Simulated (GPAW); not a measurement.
# Local fields in the dielectric function of KF (Carobbiite)

Aim: the dielectric function of KF (Carobbiite), with and without local fields.

Program: GPAW 26.7.0. Level of theory: PBE and many-body steps on it, plane waves. Results are calculated unless marked as measured.

Most raw output is cut from this account.

## 1. The starting structure

It takes space group Fm-3m (No. 225, cubic). The conventional cell has a = 5.344 Å, b = 5.344 Å, c = 5.344 Å, α = 90.00°, β = 90.00°, γ = 90.00°. Nearest to K lie 6 F at 2.67 Å. Nearest to F lie 6 K at 2.67 Å. Farther neighbours and most contacts between anions are not listed.

As a file:

```xyz
2
Lattice="0.0000 2.6719 2.6719 2.6719 0.0000 2.6719 2.6719 2.6719 0.0000" Properties=species:S:1:pos:R:3 pbc="T T T"
K     0.0000    0.0000    0.0000
F     2.6719    2.6719    2.6719
```

The cell and positions come from the Crystallography Open Database and are kept as given unless a step says otherwise.

## 2. Empty states on the mesh, 8×8×8 mesh, 50 bands

This step: GPAW 26.7.0; DFT, PBE, plane waves, PAW.

The sums over transitions need many empty states on a uniform mesh; this step solves for them.

Contents of run.py:

```python
import json
import numpy as np
from gpaw.mpi import world
from gpaw import GPAW

calc = GPAW('gs.gpw').fixed_density(kpts={'size': (8, 8, 8), 'gamma': True},
    nbands=58,
    convergence={'bands': 50},
    txt='nscf.txt')
calc.write('full.gpw', mode='all')
res = {}
kpts = calc.get_ibz_k_points()
res['kpts'] = kpts
res['eigenvalues'] = [calc.get_eigenvalues(kpt=k) for k in range(len(kpts))]
res['n_electrons'] = calc.get_number_of_electrons()

if world.rank == 0:
    with open('result.json', 'w') as f:
        json.dump(res, f, default=lambda x: x.tolist())
```

Launch:

```bash
mpirun -n 4 gpaw python run.py
```

Wall time 17 s (4 MPI ranks of Arm Neoverse V1, shared host); peak memory 0.69 GiB.

This step gave:

- gap: 6.182 eV
- k of the valence top: 0, 0, 0
- k of the conduction bottom: 0, 0, 0
- least direct gap: 6.182 eV
- k points computed: 29
- lowest point of the top converged band, above the valence top: 55.7497 eV

On this mesh the gap is 6.182 eV.

## 3. RPA response

The response function is computed on a frequency grid, with local fields up to the given cutoff.

This step: linear response, RPA, on PBE, plane waves, PAW.

Contents of run.py:

```python
import json
import numpy as np
from gpaw.mpi import world
from gpaw.response.df import DielectricFunction

df = DielectricFunction('full.gpw',
    ecut=50,
    nbands=50,
    eta=0.2,
    frequencies={'type': 'nonlinear', 'domega0': 0.05, 'omega2': 10.0},
    intraband=False,
    txt='df.txt')
res = {'optical': {}, 'eels': []}
for d in 'x':
    y0, y = df.get_dielectric_function(direction=d, xc='RPA', filename=None)
    res['optical'][d] = [y0.real, y0.imag, y.real, y.imag]
res['w'] = df.get_frequencies()
for q_c in [[0.125, 0, 0], [0.25, 0, 0], [0.5, 0, 0], [0.75, 0, 0], [1.25, 0, 0]]:
    res['eels'].append(df.get_eels_spectrum(q_c=q_c, xc='RPA', filename=None))

if world.rank == 0:
    with open('result.json', 'w') as f:
        json.dump(res, f, default=lambda x: x.tolist())
```

Launch:

```bash
mpirun -n 4 gpaw python run.py
```

It took 19 s on 4 MPI ranks; peak memory 0.95 GiB; 78 s of CPU time.

This step gave:

| Property | Result |
| --- | --- |
| ε at zero frequency | 1.912 |
| the same without local fields | 2.101 |

The static value is 1.91.

The ε₂ has structure finer than the step of the table below, so its rows give means over 2 eV, whole bins alone (the curve runs from 0 to 39.8 eV). Peaks (eV: height): xx, no local fields 10.4: 1.57, 11.8: 1.27, 18.8: 2.42, 21.2: 3.03, 22.8: 2.84; xx, local fields 10.4: 1.49, 11.8: 1.18, 16.0: 0.701, 18.8: 1.10, 26.0: 2.13.

RPA, broadening 0.2 eV. ε₂ against photon energy; means over each step:

| photon energy (eV) | xx, no local fields | xx, local fields |
| --- | --- | --- |
| 2 | 0.00573 | 0.00499 |
| 4 | 0.0163 | 0.0145 |
| 6 | 0.155 | 0.149 |
| 8 | 0.668 | 0.612 |
| 10 | 1.28 | 1.18 |
| 12 | 1.01 | 0.924 |
| 14 | 0.759 | 0.685 |
| 16 | 0.630 | 0.597 |
| 18 | 1.38 | 0.698 |
| 20 | 1.72 | 0.654 |
| 22 | 2.60 | 0.602 |
| 24 | 1.66 | 0.866 |
| 26 | 0.724 | 1.59 |
| 28 | 0.490 | 1.11 |
| 30 | 0.232 | 0.674 |
| 32 | 0.185 | 0.468 |
| 34 | 0.175 | 0.360 |
| 36 | 0.183 | 0.298 |
| 38 | 0.131 | 0.281 |

The loss function, xx has structure finer than the step of the table below, so its rows give means over 1 eV, whole bins alone (the curve runs from 0 to 39.8 eV). Peaks (eV: height): 13.8: 0.492, 19.8: 0.494, 30.0: 1.73, 32.2: 1.21, 34.6: 0.845.

Optical limit, local fields. Loss function, xx against energy loss; means over each step:

energy loss (eV), loss function, xx and a bar:
```
        1       0.00 
        2       0.00 
        3       0.00 
        4       0.00 
        5       0.01 
        6       0.02 
        7       0.06 #
        8       0.10 ##
        9       0.15 ###
       10       0.24 #####
       11       0.30 ######
       12       0.33 #######
       13       0.32 #######
       14       0.37 ########
       15       0.24 #####
       16       0.28 ######
       17       0.21 ####
       18       0.20 ####
       19       0.36 #######
       20       0.41 ########
       21       0.20 ####
       22       0.27 ######
       23       0.22 ####
       24       0.22 ####
       25       0.29 ######
       26       0.40 ########
       27       0.68 ##############
       28       0.70 ##############
       29       0.79 ################
       30       1.47 ##############################
       31       0.94 ###################
       32       1.03 #####################
       33       0.86 ##################
       34       0.68 ##############
       35       0.73 ###############
       36       0.58 ############
       37       0.58 ############
       38       0.53 ###########
       39       0.55 ###########
```

The -Im 1/eps(q) has structure finer than the step of the table below, so its rows give means over 2 eV, whole bins alone (the curve runs from 0 to 39.8 eV). Peaks (eV: height): q = 0.255 1/A 13.8: 0.489, 19.8: 0.498, 30.0: 1.75, 32.2: 1.19; q = 0.509 1/A 19.8: 0.486, 30.0: 1.63, 32.2: 1.08, 34.8: 0.839; q = 1.018 1/A 19.8: 0.400, 30.0: 1.19, 32.4: 0.818, 34.8: 0.756; q = 1.527 1/A 19.4: 0.279, 30.0: 0.791, 32.2: 0.644, 34.8: 0.619; q = 2.546 1/A 19.4: 0.105, 29.8: 0.263, 34.8: 0.358, 38.2: 0.404.

RPA, local fields; q along the first reciprocal vector. -Im 1/eps(q) against energy loss; means over each step:

| energy loss (eV) | q = 0.255 1/A | q = 0.509 1/A | q = 1.018 1/A | q = 1.527 1/A | q = 2.546 1/A |
| --- | --- | --- | --- | --- | --- |
| 2 | 0.00130 | 0.00118 | 9.0e-4 | 6.1e-4 | 2.0e-4 |
| 4 | 0.00339 | 0.00300 | 0.00218 | 0.00144 | 4.4e-4 |
| 6 | 0.0236 | 0.0159 | 0.00634 | 0.00374 | 9.0e-4 |
| 8 | 0.0971 | 0.0852 | 0.0503 | 0.0234 | 0.00457 |
| 10 | 0.249 | 0.231 | 0.188 | 0.123 | 0.0251 |
| 12 | 0.302 | 0.276 | 0.213 | 0.131 | 0.0310 |
| 14 | 0.321 | 0.304 | 0.240 | 0.162 | 0.0320 |
| 16 | 0.268 | 0.264 | 0.214 | 0.146 | 0.0458 |
| 18 | 0.221 | 0.215 | 0.197 | 0.165 | 0.0627 |
| 20 | 0.357 | 0.349 | 0.300 | 0.216 | 0.0747 |
| 22 | 0.249 | 0.243 | 0.221 | 0.190 | 0.0815 |
| 24 | 0.226 | 0.228 | 0.237 | 0.215 | 0.105 |
| 26 | 0.448 | 0.459 | 0.453 | 0.386 | 0.146 |
| 28 | 0.722 | 0.716 | 0.629 | 0.500 | 0.205 |
| 30 | 1.24 | 1.17 | 0.898 | 0.653 | 0.233 |
| 32 | 0.948 | 0.908 | 0.697 | 0.555 | 0.243 |
| 34 | 0.725 | 0.752 | 0.648 | 0.522 | 0.282 |
| 36 | 0.580 | 0.609 | 0.601 | 0.510 | 0.330 |
| 38 | 0.513 | 0.562 | 0.577 | 0.520 | 0.384 |

## 4. ALDA response

This step: linear response, ALDA, on PBE, plane waves, PAW.

run.py, as its differences from that of step 3:

```diff
@@ -14,7 +14,7 @@
 for d in 'x':
-    y0, y = df.get_dielectric_function(direction=d, xc='RPA', filename=None)
+    y0, y = df.get_dielectric_function(direction=d, xc='ALDA', filename=None)
     res['optical'][d] = [y0.real, y0.imag, y.real, y.imag]
 res['w'] = df.get_frequencies()
-for q_c in [[0.125, 0, 0], [0.25, 0, 0], [0.5, 0, 0], [0.75, 0, 0], [1.25, 0, 0]]:
-    res['eels'].append(df.get_eels_spectrum(q_c=q_c, xc='RPA', filename=None))
+for q_c in [[0.5, 0, 0]]:
+    res['eels'].append(df.get_eels_spectrum(q_c=q_c, xc='ALDA', filename=None))
```

Launch:

```bash
mpirun -n 4 gpaw python run.py
```

Wall time 7.8 s (4 MPI ranks); peak memory 0.96 GiB; 31 s of CPU time.

This step gave:

| Quantity | Value |
| --- | --- |
| ε at zero frequency | 1.987 |
| the same without local fields | 2.101 |

The static value is 1.99.

The ε₂ has structure finer than the step of the table below, so its rows give means over 1 eV, whole bins alone (the curve runs from 0 to 39.8 eV). Peaks (eV: height): xx, no local fields 10.4: 1.57, 11.8: 1.27, 18.8: 2.42, 21.2: 3.03, 22.8: 2.84; xx, local fields 10.4: 1.41, 13.4: 1.19, 18.8: 1.3, 24.8: 2.64.

ALDA, broadening 0.2 eV. Table of ε₂ by photon energy; means over each step:

| photon energy (eV) | xx, no local fields | xx, local fields |
| --- | --- | --- |
| 1 | 0.00263 | 0.00242 |
| 2 | 0.00562 | 0.00520 |
| 3 | 0.00953 | 0.00886 |
| 4 | 0.0156 | 0.0147 |
| 5 | 0.0287 | 0.0275 |
| 6 | 0.113 | 0.114 |
| 7 | 0.391 | 0.397 |
| 8 | 0.631 | 0.627 |
| 9 | 1.08 | 1.03 |
| 10 | 1.44 | 1.32 |
| 11 | 0.997 | 0.889 |
| 12 | 1.07 | 0.979 |
| 13 | 0.998 | 1.01 |
| 14 | 0.723 | 0.708 |
| 15 | 0.603 | 0.602 |
| 16 | 0.661 | 0.654 |
| 17 | 0.548 | 0.473 |
| 18 | 1.32 | 0.781 |
| 19 | 2.23 | 1.19 |
| 20 | 1.44 | 0.778 |
| 21 | 2.36 | 0.692 |
| 22 | 2.43 | 1.00 |
| 23 | 2.49 | 1.06 |
| 24 | 1.59 | 1.75 |
| 25 | 1.03 | 2.46 |
| 26 | 0.692 | 1.85 |
| 27 | 0.580 | 1.06 |
| 28 | 0.499 | 1.02 |
| 29 | 0.329 | 0.696 |
| 30 | 0.217 | 0.331 |
| 31 | 0.227 | 0.381 |
| 32 | 0.179 | 0.313 |
| 33 | 0.146 | 0.227 |
| 34 | 0.180 | 0.255 |
| 35 | 0.195 | 0.227 |
| 36 | 0.181 | 0.225 |
| 37 | 0.149 | 0.213 |
| 38 | 0.126 | 0.158 |
| 39 | 0.138 | 0.171 |

## 5. RPA response, local-field cutoff (8×8×8 mesh, 50 bands, screening to 100 eV, broadening 0.2 eV)

This step: linear response, RPA, on PBE, plane waves, PAW.

run.py, as its differences from that of step 4:

```diff
@@ -6,3 +6,3 @@
 df = DielectricFunction('full.gpw',
-    ecut=50,
+    ecut=100,
     nbands=50,
@@ -14,3 +14,3 @@
 for d in 'x':
-    y0, y = df.get_dielectric_function(direction=d, xc='ALDA', filename=None)
+    y0, y = df.get_dielectric_function(direction=d, xc='RPA', filename=None)
     res['optical'][d] = [y0.real, y0.imag, y.real, y.imag]
@@ -18,3 +18,3 @@
 for q_c in [[0.5, 0, 0]]:
-    res['eels'].append(df.get_eels_spectrum(q_c=q_c, xc='ALDA', filename=None))
+    res['eels'].append(df.get_eels_spectrum(q_c=q_c, xc='RPA', filename=None))
```

Launch:

```bash
mpirun -n 4 gpaw python run.py
```

The job ended after 8.4 s (4 MPI ranks; peak memory 1.3 GiB; 33 s of CPU time).

Numbers from this step:

* ε at zero frequency: 1.900
* the same without local fields: 2.101

The static value is 1.90.

## 6. RPA response, fewer bands (8×8×8 mesh, 13 bands, screening to 50 eV, broadening 0.2 eV)

run.py, as its differences from that of step 5:

```diff
@@ -6,4 +6,4 @@
 df = DielectricFunction('full.gpw',
-    ecut=100,
-    nbands=50,
+    ecut=50,
+    nbands=13,
     eta=0.2,
@@ -17,3 +17,3 @@
 res['w'] = df.get_frequencies()
-for q_c in [[0.5, 0, 0]]:
+for q_c in []:
     res['eels'].append(df.get_eels_spectrum(q_c=q_c, xc='RPA', filename=None))
```

Launch:

```bash
mpirun -n 4 gpaw python run.py
```

It took 3.9 s on 4 MPI ranks; peak memory 0.47 GiB.

Numbers from this step:

```
ε at zero frequency           : 1.671
the same without local fields : 1.760
```

## 7. RPA response, scissors (8×8×8 mesh, 50 bands, screening to 50 eV, broadening 0.2 eV)

run.py, as its differences from that of step 6:

```diff
@@ -7,3 +7,3 @@
     ecut=50,
-    nbands=13,
+    nbands=50,
     eta=0.2,
@@ -11,2 +11,3 @@
     intraband=False,
+    eshift=1.5,
     txt='df.txt')
```

Launch:

```bash
mpirun -n 4 gpaw python run.py
```

The job ended after 5.4 s (4 MPI ranks; peak memory 0.92 GiB).

Numbers from this step:

- ε at zero frequency: 1.831
- the same without local fields: 1.999

The static value is 1.83.

## 8. RPA response, tetrahedron integration (8×8×8 mesh, 50 bands, screening to 50 eV, broadening 0.2 eV)

run.py, as its differences from that of step 7:

```diff
@@ -11,3 +11,3 @@
     intraband=False,
-    eshift=1.5,
+    integrationmode='tetrahedron integration',
     txt='df.txt')
```

Launch:

```bash
mpirun -n 4 gpaw python run.py
```

The job ended after 6.7 s (4 MPI ranks; peak memory 0.96 GiB; 26 s of CPU time).

Numbers from this step:

```
ε at zero frequency           : 1.911
the same without local fields : 2.098
```

The static value is 1.91.

## 9. RPA response, unknown integration mode (8×8×8 mesh, 50 bands, screening to 30 eV, broadening 0.2 eV)

run.py, as its differences from that of step 8:

```diff
@@ -6,3 +6,3 @@
 df = DielectricFunction('full.gpw',
-    ecut=50,
+    ecut=30,
     nbands=50,
@@ -11,3 +11,3 @@
     intraband=False,
-    integrationmode='tetrahedron integration',
+    integrationmode='gaussian',
     txt='df.txt')
```

Launch:

```bash
mpirun -n 4 gpaw python run.py
```

It took 13 s on 4 MPI ranks; peak memory 0.55 GiB; 7.8 s of CPU time.

The run stopped with an error after 13 s.

The program's words: ValueError: Integration mode "gaussian" not implemented.

The fault put into this input: unknown integration mode.

## 10. The runs together

Times are wall times on 4 MPI ranks of Arm Neoverse V1, shared host, good to a factor of about two.

| run | ε(0) | without local fields | time |
| --- | --- | --- | --- |
| RPA response | 1.91 | 2.10 | 19 s |
| ALDA response | 1.99 | 2.10 | 7.8 s |
| RPA response, local-field cutoff (8×8×8 mesh, 50 bands, screening to 100 eV, broadening 0.2 eV) | 1.90 | 2.10 | 8.4 s |
| RPA response, fewer bands (8×8×8 mesh, 13 bands, screening to 50 eV, broadening 0.2 eV) | 1.67 | 1.76 | 3.9 s |
| RPA response, scissors (8×8×8 mesh, 50 bands, screening to 50 eV, broadening 0.2 eV) | 1.83 | 2.00 | 5.4 s |
| RPA response, tetrahedron integration (8×8×8 mesh, 50 bands, screening to 50 eV, broadening 0.2 eV) | 1.91 | 2.10 | 6.7 s |

## 11. What came out

```
RPA response                                                                                        : ε(0) 1.91
ALDA response                                                                                       : ε(0) 1.99
RPA response, local-field cutoff (8×8×8 mesh, 50 bands, screening to 100 eV, broadening 0.2 eV)     : ε(0) 1.90
RPA response, fewer bands (8×8×8 mesh, 13 bands, screening to 50 eV, broadening 0.2 eV)             : ε(0) 1.67
RPA response, scissors (8×8×8 mesh, 50 bands, screening to 50 eV, broadening 0.2 eV)                : ε(0) 1.83
RPA response, tetrahedron integration (8×8×8 mesh, 50 bands, screening to 50 eV, broadening 0.2 eV) : ε(0) 1.91
```

In the optical limit the electronic ε(0) is 1.91, against 2.10 without local fields. ALDA response: ε(0) = 1.99. RPA response, local-field cutoff (8×8×8 mesh, 50 bands, screening to 100 eV, broadening 0.2 eV): ε(0) = 1.90. RPA response, fewer bands (8×8×8 mesh, 13 bands, screening to 50 eV, broadening 0.2 eV): ε(0) = 1.67. RPA response, scissors (8×8×8 mesh, 50 bands, screening to 50 eV, broadening 0.2 eV): ε(0) = 1.83. RPA response, tetrahedron integration (8×8×8 mesh, 50 bands, screening to 50 eV, broadening 0.2 eV): ε(0) = 1.91. ε(0) converges slowly with a Γ-centred mesh, and this one is not shown settled. Unless a shift is named, the levels are those of the density functional, and only a kernel with a long-range part can bind an exciton.

[Paths, hosts, dates, memory and timing lines, banners, echoed tables and standing remarks are left out of the program output.]

[Logs are printed without paths, hosts, clocks, repeated set-up lines and the standing remarks that a program may print on its own settings, such as how far it seeks lower states.]

[Runs of the session that timed out or met a known fault of the program may be left out.]

[No measured gap is set beside runs whose start may be inverted or whose files or cutoffs have a known fault.]

[Hosts, paths, dates, database ids (printed as entryN), source tags and the programs' standing remarks are cut or masked in the printed files.]
